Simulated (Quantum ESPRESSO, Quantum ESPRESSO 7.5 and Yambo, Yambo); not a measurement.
# A GW chain in Yambo: SnTe (Fm-3m)

Wanted: ground state, empty states, screening and self-energy for SnTe (Fm-3m).

Program: Quantum ESPRESSO 7.5 and Yambo 5.3.0. Level of theory: PBE and many-body steps on it, plane waves. Results are calculated unless marked as measured.

The database entry behind the starting cell differs from later determinations by our own check (about 0.3 % short), so it need not match the best structure at ambient conditions.

## 1. Starting point

Symmetry: Fm-3m, No. 225, cubic system. Conventional cell: a = 6.302 Å, b = 6.302 Å, c = 6.302 Å, α = 90.00°, β = 90.00°, γ = 90.00°. Nearest to Sn lie 6 Te at 3.15 Å. Nearest to Te lie 6 Sn at 3.15 Å. Farther neighbours and most contacts between anions are not listed.

The cell and positions come from the Crystallography Open Database and are kept as given unless a step says otherwise. Spin-orbit coupling is left out unless a step names it.

## 2. Ground state

This step: Quantum ESPRESSO 7.5; DFT, PBE, plane waves, norm-conserving pseudopotentials.

The ground-state density comes first.

File pw.in:

```
&control
  calculation = 'scf'
  prefix = 'x'
  outdir = 'o'
  pseudo_dir = 'pseudo'
/
&system
  ibrav = 0
  nat = 2
  ntyp = 2
  ecutwfc = 88.0
  nbnd = 28
  force_symmorphic = .true.
/
&electrons
  conv_thr = 1e-10
  electron_maxstep = 80
  mixing_beta = 0.5
/
ATOMIC_SPECIES
  Sn 118.71 Sn.upf
  Te 127.6 Te.upf
CELL_PARAMETERS angstrom
  -0.0000000000 3.1508500000 3.1508500000
  3.1508500000 -0.0000000000 3.1508500000
  3.1508500000 3.1508500000 -0.0000000000
ATOMIC_POSITIONS crystal
  Sn 0.0000000000 0.0000000000 0.0000000000
  Te 0.5000000000 0.5000000000 0.5000000000
K_POINTS automatic
  6 6 6 0 0 0
```

Launch:

```bash
$ OMP_NUM_THREADS=1 mpirun -n 4 pw.x -nk 4 -in pw.in > pw.out
```

What it wrote:

```text
Program PWSCF v.7.5 starts

     This program is part of the open-source Quantum ESPRESSO suite
     for quantum simulation of materials; please cite
         "P. Giannozzi et al., J. Phys.:Condens. Matter 21 395502 (2009);
         "P. Giannozzi et al., J. Phys.:Condens. Matter 29 465901 (2017);
         "P. Giannozzi et al., J. Chem. Phys. 152 154105 (2020);
     in publications or presentations arising from this work. More details at
     Message from routine setup:
     using ibrav=0 with symmetry is DISCOURAGED, use correct ibrav instead

     G-vector sticks info

     bravais-lattice index     =            0
     lattice parameter (alat)  =       8.4206  a.u.
     unit-cell volume          =     422.1918 (a.u.)^3
     number of atoms/cell      =            2
     number of atomic types    =            2
     number of electrons       =        46.00
     number of Kohn-Sham states=           28
     kinetic-energy cutoff     =      88.0000  Ry
     charge density cutoff     =     352.0000  Ry
     scf convergence threshold =      1.0E-10
     mixing beta               =       0.5000
     number of iterations used =            8  plain     mixing
     Exchange-correlation= PBE
                           (   1   4   3   4   0   0   0)

     celldm(1)=   8.420572  celldm(2)=   0.000000  celldm(3)=   0.000000
     celldm(4)=   0.000000  celldm(5)=   0.000000  celldm(6)=   0.000000

     crystal axes: (cart. coord. in units of alat)
               a(1) = (  -0.000000   0.707107   0.707107 )
               a(2) = (   0.707107  -0.000000   0.707107 )
               a(3) = (   0.707107   0.707107  -0.000000 )

     reciprocal axes: (cart. coord. in units 2 pi/alat)
               b(1) = ( -0.707107  0.707107  0.707107 )
               b(2) = (  0.707107 -0.707107  0.707107 )
               b(3) = (  0.707107  0.707107 -0.707107 )
     Pseudo is Norm-conserving + core correction, Zval = 22.0
     Generated using ONCVPSP code by D. R. Hamann
     Using radial grid of 1628 points,  6 beta functions with:
     Pseudo is Norm-conserving + core correction, Zval = 24.0
     Generated using ONCVPSP code by D. R. Hamann
     Using radial grid of 1294 points,  8 beta functions with:
     Sn               22.00   118.71000     Sn( 1.00)
     Te               24.00   127.60000     Te( 1.00)

     48 Sym. Ops., with inversion, found

   Cartesian axes

     site n.     atom                  positions (alat units)
         1        Sn     tau(   1) = (   0.0000000   0.0000000   0.0000000  )
         2        Te     tau(   2) = (   0.7071068   0.7071068   0.7071068  )

     number of k points=    16
                       cart. coord. in units 2pi/alat
        k(    1) = (   0.0000000   0.0000000   0.0000000), wk =   0.0092593
        k(    2) = (   0.1178511   0.1178511  -0.1178511), wk =   0.0740741
        k(    3) = (   0.2357023   0.2357023  -0.2357023), wk =   0.0740741
        k(    4) = (  -0.3535534  -0.3535534   0.3535534), wk =   0.0370370
        k(    5) = (   0.2357023   0.0000000  -0.0000000), wk =   0.0555556
        k(    6) = (   0.3535534   0.1178511  -0.1178511), wk =   0.2222222
        k(    7) = (  -0.2357023  -0.4714045   0.4714045), wk =   0.2222222
        k(    8) = (  -0.1178511  -0.3535534   0.3535534), wk =   0.2222222
        k(    9) = (   0.0000000  -0.2357023   0.2357023), wk =   0.1111111
        k(   10) = (   0.4714045   0.0000000  -0.0000000), wk =   0.0555556
     [... 4 further rows ...]
        k(   15) = (  -0.1178511  -0.3535534   0.5892557), wk =   0.2222222
        k(   16) = (  -0.7071068   0.2357023   0.0000000), wk =   0.1111111

     Dense  grid:    47183 G-vectors     FFT dimensions: (  54,  54,  54)

     Initial potential from superposition of free atoms

     starting charge      45.9983, renormalised to      46.0000
     Starting wfcs are   26 randomized atomic wfcs +    2 random wfcs

     per-process dynamical memory:    42.9 Mb

     Self-consistent Calculation

     iteration #  1     ecut=    88.00 Ry     beta= 0.50

     Threshold (ethr) on eigenvalues was too large:
     Diagonalizing with lowered threshold

     total energy              =   -1004.17162930 Ry
     estimated scf accuracy    <       0.01657360 Ry

     iteration #  2     ecut=    88.00 Ry     beta= 0.50

     total energy              =   -1004.17503977 Ry
     estimated scf accuracy    <       0.00163190 Ry

     iteration #  3     ecut=    88.00 Ry     beta= 0.50

     total energy              =   -1004.17532841 Ry
     estimated scf accuracy    <       0.00031498 Ry

     iteration #  4     ecut=    88.00 Ry     beta= 0.50

     total energy              =   -1004.17534826 Ry
     estimated scf accuracy    <       0.00001189 Ry

     iteration #  5     ecut=    88.00 Ry     beta= 0.50

     total energy              =   -1004.17535009 Ry
     estimated scf accuracy    <       0.00000042 Ry

     iteration #  6     ecut=    88.00 Ry     beta= 0.50

     total energy              =   -1004.17535021 Ry
     estimated scf accuracy    <       0.00000002 Ry

     iteration #  7     ecut=    88.00 Ry     beta= 0.50

     total energy              =   -1004.17535021 Ry
     estimated scf accuracy    <          4.2E-09 Ry

     iteration #  8     ecut=    88.00 Ry     beta= 0.50

     total energy              =   -1004.17535022 Ry
     estimated scf accuracy    <          3.1E-10 Ry

     iteration #  9     ecut=    88.00 Ry     beta= 0.50

     End of self-consistent calculation

          k = 0.0000 0.0000 0.0000 (  5961 PWs)   bands (ev):

  -148.3226-118.5147 -98.3463 -98.3463 -98.3463 -74.2890 -74.2890 -74.2890
   -25.6108 -25.6108 -25.6075 -25.6075 -25.6075 -10.4585 -10.4585 -10.4542
   -10.4542 -10.4542  -1.3370   6.7833   9.3285   9.3285   9.3285  14.8236
    14.8236  14.8236  16.2477  16.2478

          k = 0.1179 0.1179-0.1179 (  5907 PWs)   bands (ev):

  -148.3226-118.5147 -98.3463 -98.3463 -98.3463 -74.2890 -74.2890 -74.2890
   -25.6102 -25.6102 -25.6069 -25.6067 -25.6067 -10.4597 -10.4597 -10.4537
   -10.4524 -10.4524  -1.1058   5.6641   9.3709   9.3709  10.0751  13.7744
    13.7744  13.8235  16.2424  16.8120

          k = 0.2357 0.2357-0.2357 (  5888 PWs)   bands (ev):

  -148.3226-118.5147 -98.3463 -98.3463 -98.3463 -74.2890 -74.2890 -74.2890
   -25.6101 -25.6101 -25.6063 -25.6061 -25.6061 -10.4628 -10.4628 -10.4528
   -10.4488 -10.4488  -0.5045   3.9874   9.5245   9.5245  10.8699  12.4251
    12.4251  12.4830  17.3580  18.3543

          k =-0.3536-0.3536 0.3536 (  5900 PWs)   bands (ev):

     [... further k-points ...]

     highest occupied, lowest unoccupied level (ev):    11.4833   11.5768

!    total energy              =   -1004.17535022 Ry
     estimated scf accuracy    <          2.2E-12 Ry

     The total energy is the sum of the following terms:
     one-electron contribution =    -717.05193140 Ry
     hartree contribution      =     343.94690988 Ry
     xc contribution           =    -126.32848664 Ry
     ewald contribution        =    -504.74184207 Ry

     convergence has been achieved in   9 iterations

     XML data file, charge density, pseudopotentials, collected wavefunctions

=------------------------------------------------------------------------------=
   JOB DONE.
=------------------------------------------------------------------------------=
```

It took 17 s on 4 MPI ranks of Arm Neoverse V1, shared host; peak memory 0.36 GiB; 66 s of CPU time.

This step gave:

```
total energy               : -13662.5017 eV
gap                        : 0.09347 eV
k of the valence top       : 0, 0, -0.5
k of the conduction bottom : 0, 0, -0.5
least direct gap           : 0.09347 eV
```

The gap is direct, at (0.000, 0.000, -0.500).

## 3. Bands along the symmetry lines

The cheap functional maps the bands first; the places of the edges decide which points the dearer methods must see.

File pw.in:

```
&control
  calculation = 'bands'
  prefix = 'x'
  outdir = 'o'
  pseudo_dir = 'pseudo'
/
&system
  ibrav = 0
  nat = 2
  ntyp = 2
  ecutwfc = 88.0
  nbnd = 29
  force_symmorphic = .true.
/
&electrons
  conv_thr = 1e-9
  electron_maxstep = 80
  diago_full_acc = .true.
  diago_thr_init = 5e-6
/
ATOMIC_SPECIES
  Sn 118.71 Sn.upf
  Te 127.6 Te.upf
CELL_PARAMETERS angstrom
  -0.0000000000 3.1508500000 3.1508500000
  3.1508500000 -0.0000000000 3.1508500000
  3.1508500000 3.1508500000 -0.0000000000
ATOMIC_POSITIONS crystal
  Sn 0.0000000000 0.0000000000 0.0000000000
  Te 0.5000000000 0.5000000000 0.5000000000
K_POINTS crystal
  50
  0.00000000 0.00000000 0.00000000 1
  0.06250000 0.00000000 0.06250000 1
  0.12500000 0.00000000 0.12500000 1
  0.18750000 0.00000000 0.18750000 1
  0.25000000 0.00000000 0.25000000 1
  0.31250000 0.00000000 0.31250000 1
  0.37500000 0.00000000 0.37500000 1
  0.43750000 0.00000000 0.43750000 1
  0.50000000 0.00000000 0.50000000 1
  0.51562500 0.03125000 0.51562500 1
  0.53125000 0.06250000 0.53125000 1
  0.54687500 0.09375000 0.54687500 1
  0.56250000 0.12500000 0.56250000 1
  0.57812500 0.15625000 0.57812500 1
  0.59375000 0.18750000 0.59375000 1
  0.60937500 0.21875000 0.60937500 1
  0.62500000 0.25000000 0.62500000 1
  0.37500000 0.37500000 0.75000000 1
  0.32812500 0.32812500 0.65625000 1
  0.28125000 0.28125000 0.56250000 1
  0.23437500 0.23437500 0.46875000 1
  0.18750000 0.18750000 0.37500000 1
  0.14062500 0.14062500 0.28125000 1
  0.09375000 0.09375000 0.18750000 1
  0.04687500 0.04687500 0.09375000 1
  0.00000000 0.00000000 0.00000000 1
  0.06250000 0.06250000 0.06250000 1
  0.12500000 0.12500000 0.12500000 1
  0.18750000 0.18750000 0.18750000 1
  0.25000000 0.25000000 0.25000000 1
  0.31250000 0.31250000 0.31250000 1
  0.37500000 0.37500000 0.37500000 1
  0.43750000 0.43750000 0.43750000 1
  0.50000000 0.50000000 0.50000000 1
  0.50000000 0.46875000 0.53125000 1
  0.50000000 0.43750000 0.56250000 1
  0.50000000 0.40625000 0.59375000 1
  0.50000000 0.37500000 0.62500000 1
  0.50000000 0.34375000 0.65625000 1
  0.50000000 0.31250000 0.68750000 1
  0.50000000 0.28125000 0.71875000 1
  0.50000000 0.25000000 0.75000000 1
  0.50000000 0.21875000 0.71875000 1
  0.50000000 0.18750000 0.68750000 1
  0.50000000 0.15625000 0.65625000 1
  0.50000000 0.12500000 0.62500000 1
  0.50000000 0.09375000 0.59375000 1
  0.50000000 0.06250000 0.56250000 1
  0.50000000 0.03125000 0.53125000 1
  0.50000000 0.00000000 0.50000000 1
```

What it wrote:

```text
[banner, memory and clock lines left out]
Program PWSCF v.7.5 starts

     Atomic positions and unit cell read from directory:
     o/x.save/

     Message from routine setup:
     using ibrav=0 with symmetry is DISCOURAGED, use correct ibrav instead

     G-vector sticks info

     bravais-lattice index     =            0
     lattice parameter (alat)  =       8.4206  a.u.
     unit-cell volume          =     422.1918 (a.u.)^3
     number of atoms/cell      =            2
     number of atomic types    =            2
     number of electrons       =        46.00
     number of Kohn-Sham states=           29
     kinetic-energy cutoff     =      88.0000  Ry
     charge density cutoff     =     352.0000  Ry
     Exchange-correlation= PBE
                           (   1   4   3   4   0   0   0)

     celldm(1)=   8.420572  celldm(2)=   0.000000  celldm(3)=   0.000000
     celldm(4)=   0.000000  celldm(5)=   0.000000  celldm(6)=   0.000000

     crystal axes: (cart. coord. in units of alat)
               a(1) = (  -0.000000   0.707107   0.707107 )
               a(2) = (   0.707107  -0.000000   0.707107 )
               a(3) = (   0.707107   0.707107  -0.000000 )

     reciprocal axes: (cart. coord. in units 2 pi/alat)
               b(1) = ( -0.707107  0.707107  0.707107 )
               b(2) = (  0.707107 -0.707107  0.707107 )
               b(3) = (  0.707107  0.707107 -0.707107 )
     Pseudo is Norm-conserving + core correction, Zval = 22.0
     Generated using ONCVPSP code by D. R. Hamann
     Using radial grid of 1628 points,  6 beta functions with:
     Pseudo is Norm-conserving + core correction, Zval = 24.0
     Generated using ONCVPSP code by D. R. Hamann
     Using radial grid of 1294 points,  8 beta functions with:
     Sn               22.00   118.71000     Sn( 1.00)
     Te               24.00   127.60000     Te( 1.00)

     48 Sym. Ops., with inversion, found

   Cartesian axes

     site n.     atom                  positions (alat units)
         1        Sn     tau(   1) = (   0.0000000   0.0000000   0.0000000  )
         2        Te     tau(   2) = (   0.7071068   0.7071068   0.7071068  )

     number of k points=    50
                       cart. coord. in units 2pi/alat
        k(    1) = (   0.0000000   0.0000000   0.0000000), wk =   0.0400000
        k(    2) = (   0.0000000   0.0883883   0.0000000), wk =   0.0400000
        k(    3) = (   0.0000000   0.1767767   0.0000000), wk =   0.0400000
[...]
[... 38 further rows ...]
        k(   49) = (   0.0441942   0.7071068   0.0000000), wk =   0.0400000
        k(   50) = (   0.0000000   0.7071068   0.0000000), wk =   0.0400000

     Dense  grid:    47183 G-vectors     FFT dimensions: (  54,  54,  54)

     The potential is recalculated from file :
     o/x.save/charge-density

     Starting wfcs are   26 randomized atomic wfcs +    3 random wfcs

     Band Structure Calculation

     End of band structure calculation

          k = 0.0000 0.0000 0.0000 (  5961 PWs)   bands (ev):

  -148.3226-118.5147 -98.3463 -98.3463 -98.3463 -74.2890 -74.2890 -74.2890
   -25.6109 -25.6109 -25.6075 -25.6075 -25.6075 -10.4585 -10.4585 -10.4542
   -10.4542 -10.4542  -1.3370   6.7833   9.3285   9.3285   9.3285  14.8236
    14.8236  14.8236  16.2478  16.2478  16.2478

          k = 0.0000 0.0884 0.0000 (  5909 PWs)   bands (ev):

  -148.3226-118.5147 -98.3463 -98.3463 -98.3463 -74.2890 -74.2890 -74.2890
   -25.6104 -25.6104 -25.6071 -25.6069 -25.6069 -10.4590 -10.4581 -10.4542
[...]
14.8297  14.8297  15.9761  16.4842  16.4842

          k = 0.0000 0.1768 0.0000 (  5910 PWs)   bands (ev):

  -148.3226-118.5147 -98.3463 -98.3463 -98.3463 -74.2890 -74.2890 -74.2890
[...]
14.8978  14.8978  15.4537  17.1128  17.1128

          k =-0.0000 0.2652 0.0000 (  5906 PWs)   bands (ev):

[...]
k = 0.0000 0.4419-0.0000 (  5882 PWs)   bands (ev):

[...]
k =-0.0000 0.5303 0.0000 (  5874 PWs)   bands (ev):

[...]
k = 0.0000 0.6187-0.0000 (  5882 PWs)   bands (ev):

[...]
k = 0.4640 0.4640-0.0000 (  5890 PWs)   bands (ev):

[...]
k = 0.3315 0.3315-0.0000 (  5883 PWs)   bands (ev):

[...]
k = 0.3094 0.7071-0.0000 (  5872 PWs)   bands (ev):

[...]
k = 0.2210 0.7071-0.0000 (  5880 PWs)   bands (ev):

[...]
k = 0.1768 0.7071-0.0000 (  5884 PWs)   bands (ev):

[...]
k = 0.0442 0.7071 0.0000 (  5882 PWs)   bands (ev):

  -148.3226-118.5147 -98.3463 -98.3463 -98.3463 -74.2890 -74.2890 -74.2890
[...]
16.2265  16.4131  17.8276  20.7343  21.7043

          k = 0.0000 0.7071 0.0000 (  5874 PWs)   bands (ev):

  -148.3226-118.5147 -98.3463 -98.3463 -98.3463 -74.2890 -74.2890 -74.2890
   -25.6108 -25.6094 -25.6072 -25.6050 -25.6050 -10.4765 -10.4577 -10.4535
   -10.4431 -10.4431   0.2425   4.9995   5.8951   7.7289   7.7289  13.6539
    16.3970  16.3970  17.8573  20.6210  22.0565

     XML data file, pseudopotentials, collected wavefunctions
```

It took 11 s on 4 MPI ranks; peak memory 0.29 GiB.

This step gave:

```yaml
gap: 0.09347 eV
k_of_the_valence_top: 0.5, 0.5, 0.5
k_of_the_conduction_bottom: 0.5, 0.5, 0.5
least_direct_gap: 0.09347 eV
```

The gap is 0.093 eV, as in the run before at this level.

The electronic bands at the labelled points (eV, zero at the top of the highest filled band):

```csv
point,band 20,band 21,band 22,band 23,band 24,band 25,band 26,band 27
Γ,-4.70,-2.15,-2.15,-2.15,3.34,3.34,3.34,4.76
halfway,-6.37,-3.07,-3.07,-2.05,2.02,3.00,3.87,3.87
X,-6.48,-5.59,-3.75,-3.75,2.17,4.91,4.91,6.37
halfway,-6.83,-5.49,-3.63,-3.42,2.57,4.25,4.49,6.14
U,-7.44,-5.19,-3.26,-2.73,3.01,3.08,4.19,5.55
jump to K,-7.44,-5.19,-3.26,-2.73,3.01,3.08,4.19,5.55
halfway,-6.98,-3.43,-1.63,-0.29,0.56,0.72,3.63,5.20
Γ,-4.70,-2.15,-2.15,-2.15,3.34,3.34,3.34,4.76
halfway,-6.69,-2.05,-2.05,-0.96,1.56,1.56,1.63,5.13
L,-8.35,-1.82,-1.82,0.00,0.09,0.36,0.36,7.76
halfway,-7.97,-3.78,-3.39,-0.95,0.50,2.91,3.57,6.03
W,-7.38,-4.84,-4.84,-0.84,0.84,4.62,4.62,6.06
halfway,-7.01,-5.39,-4.13,-2.59,2.93,3.02,5.17,5.92
X,-6.48,-5.59,-3.75,-3.75,2.17,4.91,4.91,6.37
```

The electronic bands as a text plot (rows in eV, shown from -8.0 to 4.8 only):

```
    4.5 |++       +   +++   ++     ++++++++            ++++    ++
    4.0 |  ++ ++++      +++   ++                       +   ++
    3.4 |+++++  ++       +      ++++++++              +       +
    2.9 |     ++++      +++          +  +++          ++      +
    2.4 | +       ++++++   +               +                  +++
    1.8 |     ++           +++     ++      ++       ++      +
    1.3 |  ++               ++   ++         +++     +      +
    0.8 |    +                +++              +  ++   ++++
    0.2 |                                       +++++++
   -0.3 |                       *              ** **
   -0.8 |  ***                ** **         ***     ********
   -1.4 |                   **     **      *                *
   -1.9 | *   **           *  ********  ************
   -2.4 |****               **     ******           *        *
   -2.9 |    ***         ***     **                  *        *
   -3.5 |       ***** *****     *                    **        **
   -4.0 |            *        **                      **     ****
   -4.5 |*        *         **        **                ** **
   -5.1 | *        **    ***         *  *                 ***
   -5.6 |  **        ****          **    **                  ****
   -6.1 |    ***                 **        *
   -6.7 |       ********                    *                 ***
   -7.2 |               ***     *            **          *****
   -7.7 |                  *****               *      ***
         Γ           X  U|K            Γ         L        W     X
```

[end of part 1 of 3]

[Paths, hosts, dates, memory and timing lines, banners, echoed tables and standing remarks are left out of the program output.]

[Logs are printed without paths, hosts, clocks, repeated set-up lines and the standing remarks that a program may print on its own settings, such as how far it seeks lower states.]

[Runs of the session that timed out or met a known fault of the program may be left out.]

[Hosts, paths, dates, database ids (printed as entryN), source tags and the programs' standing remarks are cut or masked in the printed files.]
